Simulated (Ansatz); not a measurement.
An input for Ansatz 0.2.0 (Cs2InAgCl6 (Fm-3m)):

```yaml
crystal:
  lattice:
    - [0.0, 5.2345, 5.2345]
    - [5.2345, 0.0, 5.2345]
    - [5.2345, 5.2345, 0.0]
  atoms:
    - { symbol: Cs, position: [0.25, 0.25, 0.25] }
    - { symbol: Cs, position: [0.75, 0.75, 0.75] }
    - { symbol: In, position: [0.0, 0.0, 0.0] }
    - { symbol: Ag, position: [0.5, 0.5, 0.5] }
    - { symbol: Cl, position: [0.76021, 0.23979, 0.23979] }
    - { symbol: Cl, position: [0.23979, 0.76021, 0.23979] }
    - { symbol: Cl, position: [0.23979, 0.76021, 0.76021] }
    - { symbol: Cl, position: [0.76021, 0.23979, 0.76021] }
    - { symbol: Cl, position: [0.23979, 0.23979, 0.76021] }
    - { symbol: Cl, position: [0.76021, 0.76021, 0.23979] }
kpoints:
  mp_grid: { grid: [2, 2, 2] }
  band_path:
    path:
      - [0.0, 0.0, 0.0]
      - [0.5, 0.0, 0.5]
      - [0.625, 0.25, 0.625]
      - [0.375, 0.375, 0.75]
      - [0.5, 0.5, 0.5]
      - [0.5, 0.25, 0.75]
    npoints: 1
hamiltonian:
  xc: hse06
scf:
  occupations: { method: fixed }
  n_extra_bands: 7
output:
  eigenvalues: true
```

```sh
ansatz run input.yaml --threads 3 --pin off --max-ram 92160MiB --backend cuda --events-out ev --progress --plain --runs-dir out --devices 1 --max-vram 13GiB
```

Q: Estimate wall time and host memory on 1 × NVIDIA H100 80GB HBM3 (shared by 6 runs) with 3 threads of AMD EPYC 7R13 (Zen 3), shared host.

It took 18 s; on shared hardware allow 8.9 s to 36 s. Peak host memory was 1.2 GiB. The sizes that set the cost: 5601 plane waves a state, 3 irreducible k points and 12 SCF cycles.

Exact exchange couples every pair of k points and filled bands, so it costs far more than a semilocal run.

[Paths, hosts, dates, memory and timing lines, banners, echoed tables and standing remarks are left out of the program output.]

[Logs are printed without paths, hosts, clocks, repeated set-up lines and the standing remarks that a program may print on its own settings, such as how far it seeks lower states.]

[Runs of the session that timed out or met a known fault of the program may be left out.]

[Cells called generated may have been cut or substituted from an entry of the Crystallography Open Database or the Materials Project.]

[Hosts, paths, dates, database ids (printed as entryN), source tags and the programs' standing remarks are cut or masked in the printed files.]
